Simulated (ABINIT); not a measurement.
# BaTiO3 (R3m): bands and cutoff in G0W0 with ABINIT, part 2 of 2

Aim: raise bands and screening cutoff together for BaTiO3 (R3m) and follow gap and time.

ABINIT 10.8.3; LDA and many-body steps on it, plane waves. Known limits of the many-body steps: not at the basis limit; no spin-orbit coupling; coarse k mesh.

So far. Step 3 (Screening, 4×4×4 mesh, 114 bands, screening to 93.3 eV): Local fields lower ε∞ by 9 %. On a Γ-centred mesh this coarse the value itself is usually too large, while a short band sum pulls it down. Step 4 (114 bands, 93.3 eV): The gap on the mesh goes from 2.35 eV to 4.15 eV, a correction of +1.80 eV.

**6. 163 bands, 123.5 eV**

This step: G0W0 on LDA, plane waves, norm-conserving pseudopotentials.

run.abi reads:

```
acell 3*1.0 Angstrom
rprim 
  2.827366608379 1.632380872429 2.318393493212
  -2.827366608379 1.632380872429 2.318393493212
  -0.000000000000 -3.264761744908 2.318393493176
ntypat 3
znucl 56 22 8
natom 5
typat 1 2 3 3 3
xred 
  0.000000000000 0.000000000000 0.000000000000
  0.484500000000 0.484500000000 0.484500000000
  0.508600000000 0.508600000000 0.017500000000
  0.017500000000 0.508600000000 0.508600000000
  0.508600000000 0.017500000000 0.508600000000
pp_dirpath "pseudos"
pseudos "Ba.upf, Ti.upf, O.upf"
ecut 38
ngkpt 4 4 4
nshiftk 1
shiftk 0 0 0
kptopt 1
chksymbreak 0
istwfk *1
occopt 1
irdwfk 1
optdriver 4
nband 163
gwcalctyp 0
ecutsigx 38
symsigma 1
nkptgw 4
kptgw 
  0.5000000000 0.5000000000 0.5000000000
  0.0000000000 0.0000000000 0.0000000000
  0.5000000000 0.0000000000 0.0000000000
  0.5000000000 0.5000000000 0.0000000000
bdgw 
  18 23
  19 22
  19 22
  19 22
ecuteps 4.54
irdscr 1
ppmodel 1
indata_prefix "in"
outdata_prefix "out"
tmpdata_prefix "tmp"
```

Run with:

```
OMP_NUM_THREADS=1 mpirun -n 4 abinit run.abi > log
```

What it wrote:

```text
.Version 10.8.3 of ABINIT. v10.8.2 released Aug 2026.

 Symmetries : space group R3 m (#160); Bravais hR (rhombohedral)
[... echo of the input left out ...]
== DATASET  1 ==================================================================
-   mpi_nproc: 4, omp_nthreads: 1 (-1 if OMP is not activated)

--- !DatasetInfo
iteration_state: {dtset: 1, }
dimensions: {natom: 5, nkpt: 13, mband: 163, nsppol: 1, nspinor: 1, nspden: 1, mpw: 4921, }
cutoff_energies: {ecut:  38.0, pawecutdg:  -1.0, }
electrons: {nelect:   4.00000000E+01, charge:   0.00000000E+00, occopt:   1.00000000E+00, tsmear:   1.00000000E-02, }

 SIGMA: Calculation of the GW corrections

 Based on a program developped by R.W. Godby, V. Olevano, G. Onida, and L. Reining.
 Incorporated in ABINIT by V. Olevano, G.-M. Rignanese, and M. Torrent.
.Using double precision arithmetic ; gwpc =  8

[... cell and pseudopotentials left out ...]
--------------------------------------------------------------------------------

 ==== K-mesh for the wavefunctions ====
 Number of points in the irreducible wedge :    13
[... list of points left out ...]
 Together with  6 symmetry operations and time-reversal symmetry
 yields    64 points in the full Brillouin Zone.

 ==== Q-mesh for screening function ====
 Number of points in the irreducible wedge :    13
[... list of points left out ...]
 Together with  6 symmetry operations and time-reversal symmetry
 yields    64 points in the full Brillouin Zone.

 vcoul_init : cutoff-mode = AUXILIARY_FUNCTION
 q-points for optical limit:   1
     1)      0.000010    0.000020    0.000030
 setmesh: FFT mesh size selected  =    45x   45x   45
          total number of points  =        91125

 Number of electrons calculated from density =   40.0000; Expected =   40.0000
[...]
matrix elements of self-energy operator (all in [eV])

 Perturbative Calculation

--- !SelfEnergy_ee
iteration_state: {dtset: 1, }
kpoint     : [   0.500,    0.500,    0.500, ]
spin       : 1
KS_gap     :    4.363
QP_gap     :    6.319
Delta_QP_KS:    1.955
data: !SigmaeeData |
     Band     E0 <VxcDFT>   SigX SigC(E0)      Z dSigC/dE  Sig(E)    E-E0       E
       18   6.187 -19.725 -24.882   4.790   0.768  -0.302 -20.007  -0.282   5.906
       19   6.187 -19.725 -24.882   4.790   0.768  -0.302 -20.007  -0.282   5.906
       20   6.203 -19.741 -24.911   4.803   0.768  -0.302 -20.023  -0.282   5.920
[...]
--- !SelfEnergy_ee
iteration_state: {dtset: 1, }
kpoint     : [   0.000,    0.000,    0.000, ]
spin       : 1
KS_gap     :    2.731
QP_gap     :    4.510
Delta_QP_KS:    1.779
data: !SigmaeeData |
     Band     E0 <VxcDFT>   SigX SigC(E0)      Z dSigC/dE  Sig(E)    E-E0       E
[...]
--- !SelfEnergy_ee
iteration_state: {dtset: 1, }
kpoint     : [   0.500,    0.000,    0.000, ]
spin       : 1
KS_gap     :    3.344
QP_gap     :    5.224
Delta_QP_KS:    1.880
data: !SigmaeeData |
     Band     E0 <VxcDFT>   SigX SigC(E0)      Z dSigC/dE  Sig(E)    E-E0       E
[...]
--- !SelfEnergy_ee
iteration_state: {dtset: 1, }
kpoint     : [   0.500,    0.500,    0.000, ]
spin       : 1
KS_gap     :    3.964
QP_gap     :    5.922
Delta_QP_KS:    1.959
data: !SigmaeeData |
     Band     E0 <VxcDFT>   SigX SigC(E0)      Z dSigC/dE  Sig(E)    E-E0       E
[...]
21  10.088 -21.227 -13.267  -5.759   0.757  -0.321 -19.561   1.666  11.754
       22  10.088 -21.197 -13.267  -5.759   0.757  -0.321 -19.553   1.644  11.732

== END DATASET(S) ==============================================================
================================================================================

 -outvars: echo values of variables after computation  --------
           etotal      0.0000000000E+00
            nband         163
             nkpt          13
          spgroup         160
 [... the other variables as echoed above ...]

 Calculation completed.
```

Run time: 28 s. Hardware: 4 MPI ranks of Arm Neoverse V2, shared host; peak memory 1.5 GiB; 1.9 min of CPU time.

This step gave:

```
G0W0 gap on the mesh                         : 4.141 eV
starting gap on the mesh                     : 2.348 eV
k of the valence top                         : 0.5, 0.5, 0.5
k of the conduction bottom                   : 0, 0, 0
Z at the valence top                         : 0.768
Z at the conduction bottom                   : 0.784
least direct G0W0 gap on the computed points : 4.51 eV
```

Against G0W0 in ABINIT (4×4×4 mesh, 114 bands, screening to 93.3 eV, Godby-Needs plasmon pole), the gap moves by −0.006 eV.

**7. Screening, 4×4×4 mesh, 241 bands, screening to 164.9 eV**

This step: RPA screening on LDA, plane waves, norm-conserving pseudopotentials.

run.abi, as its differences from that of step 6:

```diff
@@ -26,21 +26,8 @@
 irdwfk 1
-optdriver 4
-nband 163
-gwcalctyp 0
-ecutsigx 38
-symsigma 1
-nkptgw 4
-kptgw 
-  0.5000000000 0.5000000000 0.5000000000
-  0.0000000000 0.0000000000 0.0000000000
-  0.5000000000 0.0000000000 0.0000000000
-  0.5000000000 0.5000000000 0.0000000000
-bdgw 
-  18 23
-  19 22
-  19 22
-  19 22
-ecuteps 4.54
-irdscr 1
-ppmodel 1
+optdriver 3
+nband 241
+ecuteps 6.06
+inclvkb 2
+awtr 1
+symchi 1
 indata_prefix "in"
```

What it wrote:

```text
.Version 10.8.3 of ABINIT. v10.8.2 released Aug 2026.

 Symmetries : space group R3 m (#160); Bravais hR (rhombohedral)
[... echo of the input left out ...]
== DATASET  1 ==================================================================
-   mpi_nproc: 4, omp_nthreads: 1 (-1 if OMP is not activated)

--- !DatasetInfo
iteration_state: {dtset: 1, }
dimensions: {natom: 5, nkpt: 13, mband: 241, nsppol: 1, nspinor: 1, nspden: 1, mpw: 4921, }
cutoff_energies: {ecut:  38.0, pawecutdg:  -1.0, }
[...]
--------------------------------------------------------------------------------
[... chi0 elements left out ...]
 For q-point:  0.000010 0.000020 0.000030
  dielectric constant =   5.4141
  dielectric constant without local fields =   6.0522

  Average fulfillment of the sum rule on Im[epsilon] for q-point    1 :     80.98  [%]
[... wings left out ...]
  q-point number  2        q = ( 0.250000, 0.000000, 0.000000) [r.l.u.]
--------------------------------------------------------------------------------
[... chi0 elements left out ...]
  Average fulfillment of the sum rule on Im[epsilon] for q-point    2 :     87.71  [%]

 [... 11 further q-points ...]
```

It took 5 min on 4 MPI ranks; peak memory 2.3 GiB; 20 min of CPU time.

This step gave:

```yaml
eps_infinity_with_local_fields_on_this_mesh_along_the_program_s_q_direction: 5.414
the_same_without_local_fields: 6.052
plasma_frequency: 29.31 eV
plane_waves_in_the_screening_matrix: 305
```

**8. 241 bands, 164.9 eV**

This step: G0W0 on LDA, plane waves, norm-conserving pseudopotentials.

run.abi, as its differences from that of step 7:

```diff
@@ -26,8 +26,21 @@
 irdwfk 1
-optdriver 3
+optdriver 4
 nband 241
+gwcalctyp 0
+ecutsigx 38
+symsigma 1
+nkptgw 4
+kptgw 
+  0.5000000000 0.5000000000 0.5000000000
+  0.0000000000 0.0000000000 0.0000000000
+  0.5000000000 0.0000000000 0.0000000000
+  0.5000000000 0.5000000000 0.0000000000
+bdgw 
+  18 23
+  19 22
+  19 22
+  19 22
 ecuteps 6.06
-inclvkb 2
-awtr 1
-symchi 1
+irdscr 1
+ppmodel 1
 indata_prefix "in"
```

What it wrote:

```text
.Version 10.8.3 of ABINIT. v10.8.2 released Aug 2026.

 Symmetries : space group R3 m (#160); Bravais hR (rhombohedral)
[... echo of the input left out ...]
== DATASET  1 ==================================================================
-   mpi_nproc: 4, omp_nthreads: 1 (-1 if OMP is not activated)

--- !DatasetInfo
iteration_state: {dtset: 1, }
dimensions: {natom: 5, nkpt: 13, mband: 241, nsppol: 1, nspinor: 1, nspden: 1, mpw: 4921, }
cutoff_energies: {ecut:  38.0, pawecutdg:  -1.0, }
[...]
Band     E0 <VxcDFT>   SigX SigC(E0)      Z dSigC/dE  Sig(E)    E-E0       E
[...]
21  10.088 -21.227 -13.267  -5.945   0.755  -0.325 -19.706   1.521  11.609
       22  10.088 -21.197 -13.267  -5.945   0.755  -0.325 -19.699   1.499  11.586

== END DATASET(S) ==============================================================
================================================================================

 -outvars: echo values of variables after computation  --------
           etotal      0.0000000000E+00
            nband         241
             nkpt          13
          spgroup         160
 [... the other variables as echoed above ...]

 Calculation completed.
```

Wall time 77 s (4 MPI ranks); peak memory 2.1 GiB.

Numbers from this step:

```yaml
g0w0_gap_on_the_mesh: 4.136 eV
starting_gap_on_the_mesh: 2.348 eV
k_of_the_valence_top: 0.5, 0.5, 0.5
k_of_the_conduction_bottom: 0, 0, 0
least_direct_g0w0_gap_on_the_computed_points: 4.511 eV
```

Against G0W0 in ABINIT (4×4×4 mesh, 163 bands, screening to 123.5 eV, Godby-Needs plasmon pole), the gap moves by −0.005 eV.

**9. Screening, 4×4×4 mesh, 347 bands, screening to 214.4 eV**

This step: RPA screening on LDA, plane waves, norm-conserving pseudopotentials.

run.abi, as its differences from that of step 8:

```diff
@@ -26,21 +26,8 @@
 irdwfk 1
-optdriver 4
-nband 241
-gwcalctyp 0
-ecutsigx 38
-symsigma 1
-nkptgw 4
-kptgw 
-  0.5000000000 0.5000000000 0.5000000000
-  0.0000000000 0.0000000000 0.0000000000
-  0.5000000000 0.0000000000 0.0000000000
-  0.5000000000 0.5000000000 0.0000000000
-bdgw 
-  18 23
-  19 22
-  19 22
-  19 22
-ecuteps 6.06
-irdscr 1
-ppmodel 1
+optdriver 3
+nband 347
+ecuteps 7.88
+inclvkb 2
+awtr 1
+symchi 1
 indata_prefix "in"
```

What it wrote:

```text
.Version 10.8.3 of ABINIT. v10.8.2 released Aug 2026.

 Symmetries : space group R3 m (#160); Bravais hR (rhombohedral)
[... echo of the input left out ...]
== DATASET  1 ==================================================================
-   mpi_nproc: 4, omp_nthreads: 1 (-1 if OMP is not activated)

--- !DatasetInfo
iteration_state: {dtset: 1, }
dimensions: {natom: 5, nkpt: 13, mband: 347, nsppol: 1, nspinor: 1, nspden: 1, mpw: 4921, }
cutoff_energies: {ecut:  38.0, pawecutdg:  -1.0, }
[...]
--------------------------------------------------------------------------------
[... chi0 elements left out ...]
 For q-point:  0.000010 0.000020 0.000030
  dielectric constant =   5.4031
  dielectric constant without local fields =   6.0533

  Average fulfillment of the sum rule on Im[epsilon] for q-point    1 :     86.50  [%]
[... wings left out ...]
  q-point number  2        q = ( 0.250000, 0.000000, 0.000000) [r.l.u.]
--------------------------------------------------------------------------------
[... chi0 elements left out ...]
  Average fulfillment of the sum rule on Im[epsilon] for q-point    2 :     91.51  [%]

 [... 11 further q-points ...]
```

The job ended after 11 min (4 MPI ranks; peak memory 3.5 GiB).

This step gave:

- ε∞ with local fields, on this mesh, along the program's q direction: 5.403
- the same without local fields: 6.053
- plasma frequency: 29.31 eV
- plane waves in the screening matrix: 461

**10. 347 bands, 214.4 eV**

This step: G0W0 on LDA, plane waves, norm-conserving pseudopotentials.

run.abi, as its differences from that of step 9:

```diff
@@ -26,8 +26,21 @@
 irdwfk 1
-optdriver 3
+optdriver 4
 nband 347
+gwcalctyp 0
+ecutsigx 38
+symsigma 1
+nkptgw 4
+kptgw 
+  0.5000000000 0.5000000000 0.5000000000
+  0.0000000000 0.0000000000 0.0000000000
+  0.5000000000 0.0000000000 0.0000000000
+  0.5000000000 0.5000000000 0.0000000000
+bdgw 
+  18 23
+  19 22
+  19 22
+  19 22
 ecuteps 7.88
-inclvkb 2
-awtr 1
-symchi 1
+irdscr 1
+ppmodel 1
 indata_prefix "in"
```

What it wrote:

```text
.Version 10.8.3 of ABINIT. v10.8.2 released Aug 2026.

 Symmetries : space group R3 m (#160); Bravais hR (rhombohedral)
[... echo of the input left out ...]
== DATASET  1 ==================================================================
-   mpi_nproc: 4, omp_nthreads: 1 (-1 if OMP is not activated)

--- !DatasetInfo
iteration_state: {dtset: 1, }
dimensions: {natom: 5, nkpt: 13, mband: 347, nsppol: 1, nspinor: 1, nspden: 1, mpw: 4921, }
cutoff_energies: {ecut:  38.0, pawecutdg:  -1.0, }
[...]
Band     E0 <VxcDFT>   SigX SigC(E0)      Z dSigC/dE  Sig(E)    E-E0       E
[...]
21  10.088 -21.227 -13.267  -6.111   0.751  -0.332 -19.838   1.389  11.477
       22  10.088 -21.197 -13.267  -6.111   0.751  -0.332 -19.831   1.367  11.455

== END DATASET(S) ==============================================================
================================================================================

 -outvars: echo values of variables after computation  --------
           etotal      0.0000000000E+00
            nband         347
             nkpt          13
          spgroup         160
 [... the other variables as echoed above ...]

 Calculation completed.
```

The job ended after 3.8 min (4 MPI ranks; peak memory 3.6 GiB).

Numbers from this step:

* G0W0 gap on the mesh: 4.133 eV
* starting gap on the mesh: 2.348 eV
* k of the valence top: 0.5, 0.5, 0.5
* k of the conduction bottom: 0, 0, 0
* least direct G0W0 gap on the computed points: 4.514 eV

Against G0W0 in ABINIT (4×4×4 mesh, 241 bands, screening to 164.9 eV, Godby-Needs plasmon pole), the gap moves by −0.003 eV.

**11. Screening, 4×4×4 mesh, 495 bands, screening to 274.8 eV**

This step: RPA screening on LDA, plane waves, norm-conserving pseudopotentials.

run.abi, as its differences from that of step 10:

```diff
@@ -26,21 +26,8 @@
 irdwfk 1
-optdriver 4
-nband 347
-gwcalctyp 0
-ecutsigx 38
-symsigma 1
-nkptgw 4
-kptgw 
-  0.5000000000 0.5000000000 0.5000000000
-  0.0000000000 0.0000000000 0.0000000000
-  0.5000000000 0.0000000000 0.0000000000
-  0.5000000000 0.5000000000 0.0000000000
-bdgw 
-  18 23
-  19 22
-  19 22
-  19 22
-ecuteps 7.88
-irdscr 1
-ppmodel 1
+optdriver 3
+nband 495
+ecuteps 10.1
+inclvkb 2
+awtr 1
+symchi 1
 indata_prefix "in"
```

What it wrote:

```text
.Version 10.8.3 of ABINIT. v10.8.2 released Aug 2026.

 Symmetries : space group R3 m (#160); Bravais hR (rhombohedral)
[... echo of the input left out ...]
== DATASET  1 ==================================================================
-   mpi_nproc: 4, omp_nthreads: 1 (-1 if OMP is not activated)

--- !DatasetInfo
iteration_state: {dtset: 1, }
dimensions: {natom: 5, nkpt: 13, mband: 495, nsppol: 1, nspinor: 1, nspden: 1, mpw: 4921, }
cutoff_energies: {ecut:  38.0, pawecutdg:  -1.0, }
[...]
--------------------------------------------------------------------------------
[... chi0 elements left out ...]
 For q-point:  0.000010 0.000020 0.000030
  dielectric constant =   5.3987
  dielectric constant without local fields =   6.0537

  Average fulfillment of the sum rule on Im[epsilon] for q-point    1 :     90.68  [%]
[... wings left out ...]
  q-point number  2        q = ( 0.250000, 0.000000, 0.000000) [r.l.u.]
--------------------------------------------------------------------------------
[... chi0 elements left out ...]
  Average fulfillment of the sum rule on Im[epsilon] for q-point    2 :     94.34  [%]

 [... 11 further q-points ...]
```

Elapsed: 24 min, on 4 MPI ranks; peak memory 4.8 GiB.

Numbers from this step:

```
ε∞ with local fields, on this mesh, along the program's q direction : 5.399
the same without local fields                                       : 6.054
plasma frequency                                                    : 29.31 eV
plane waves in the screening matrix                                 : 691
```

**12. 495 bands, 274.8 eV**

This step: G0W0 on LDA, plane waves, norm-conserving pseudopotentials.

run.abi, as its differences from that of step 11:

```diff
@@ -26,8 +26,21 @@
 irdwfk 1
-optdriver 3
+optdriver 4
 nband 495
+gwcalctyp 0
+ecutsigx 38
+symsigma 1
+nkptgw 4
+kptgw 
+  0.5000000000 0.5000000000 0.5000000000
+  0.0000000000 0.0000000000 0.0000000000
+  0.5000000000 0.0000000000 0.0000000000
+  0.5000000000 0.5000000000 0.0000000000
+bdgw 
+  18 23
+  19 22
+  19 22
+  19 22
 ecuteps 10.1
-inclvkb 2
-awtr 1
-symchi 1
+irdscr 1
+ppmodel 1
 indata_prefix "in"
```

What it wrote:

```text
.Version 10.8.3 of ABINIT. v10.8.2 released Aug 2026.

 Symmetries : space group R3 m (#160); Bravais hR (rhombohedral)
[... echo of the input left out ...]
== DATASET  1 ==================================================================
-   mpi_nproc: 4, omp_nthreads: 1 (-1 if OMP is not activated)

--- !DatasetInfo
iteration_state: {dtset: 1, }
dimensions: {natom: 5, nkpt: 13, mband: 495, nsppol: 1, nspinor: 1, nspden: 1, mpw: 4921, }
cutoff_energies: {ecut:  38.0, pawecutdg:  -1.0, }
[...]
Band     E0 <VxcDFT>   SigX SigC(E0)      Z dSigC/dE  Sig(E)    E-E0       E
[...]
21  10.088 -21.227 -13.267  -6.264   0.748  -0.337 -19.958   1.269  11.356
       22  10.088 -21.197 -13.267  -6.264   0.748  -0.337 -19.951   1.246  11.334

== END DATASET(S) ==============================================================
================================================================================

 -outvars: echo values of variables after computation  --------
           etotal      0.0000000000E+00
            nband         495
             nkpt          13
          spgroup         160
 [... the other variables as echoed above ...]

 Calculation completed.
```

The job ended after 12 min (4 MPI ranks; peak memory 5.5 GiB; 48 min of CPU time).

This step gave:

```yaml
g0w0_gap_on_the_mesh: 4.121 eV
starting_gap_on_the_mesh: 2.348 eV
k_of_the_valence_top: 0.5, 0.5, 0.5
k_of_the_conduction_bottom: 0, 0, 0
least_direct_g0w0_gap_on_the_computed_points: 4.508 eV
```

Against G0W0 in ABINIT (4×4×4 mesh, 347 bands, screening to 214.4 eV, Godby-Needs plasmon pole), the gap moves by −0.012 eV.

**13. Side by side**

Times are wall times on 4 MPI ranks of Arm Neoverse V2, shared host, good to a factor of about two. A run's time includes the screening step that it read.

| run | mesh | bands | screening cutoff (eV) | DFT gap (eV) | gap on the mesh (eV) | direct (eV) | ε∞ used | time |
| --- | --- | --- | --- | --- | --- | --- | --- | --- |
| 114 bands, 93.3 eV | 4×4×4 | 114 | 93.3 | 2.348 | 4.147 | 4.498 | 5.48 | 89 s |
| 163 bands, 123.5 eV | 4×4×4 | 163 | 123.5 | 2.348 | 4.141 | 4.510 | 5.42 | 3 min |
| 241 bands, 164.9 eV | 4×4×4 | 241 | 164.9 | 2.348 | 4.136 | 4.511 | 5.41 | 6.3 min |
| 347 bands, 214.4 eV | 4×4×4 | 347 | 214.4 | 2.348 | 4.133 | 4.514 | 5.40 | 14 min |
| 495 bands, 274.8 eV | 4×4×4 | 495 | 274.8 | 2.348 | 4.121 | 4.508 | 5.40 | 36 min |

**14. What came out**

```
114 bands, 93.3 eV  : 4.147 eV
163 bands, 123.5 eV : 4.141 eV
241 bands, 164.9 eV : 4.136 eV
347 bands, 214.4 eV : 4.133 eV
495 bands, 274.8 eV : 4.121 eV
known limits        : not at the basis limit; no spin-orbit coupling; coarse k mesh
```

From the first rung to the last the gap moves by −0.03 eV for 24 times the time. The 4×4×4 mesh is coarse for this cell, which bears on the long-range parts of exchange and screening. The many-body steps are scalar-relativistic: spin-orbit coupling is not in them.

[Paths, hosts, dates, memory and timing lines, banners, echoed tables and standing remarks are left out of the program output.]

[Logs are printed without paths, hosts, clocks, repeated set-up lines and the standing remarks that a program may print on its own settings, such as how far it seeks lower states.]

[Runs of the session that timed out or met a known fault of the program may be left out.]

[Hosts, paths, dates, database ids (printed as entryN), source tags and the programs' standing remarks are cut or masked in the printed files.]

[G0W0 gaps are taken among the corrected bands and points alone; a level outside them can change the order at an edge.]

[Where Ansatz stands beside ABINIT at settings called matched, ABINIT's density can come from a denser mesh and the files from another edition; pairs whose starting gaps differed by over 0.03 eV were left out, so agreement reads better than it is.]
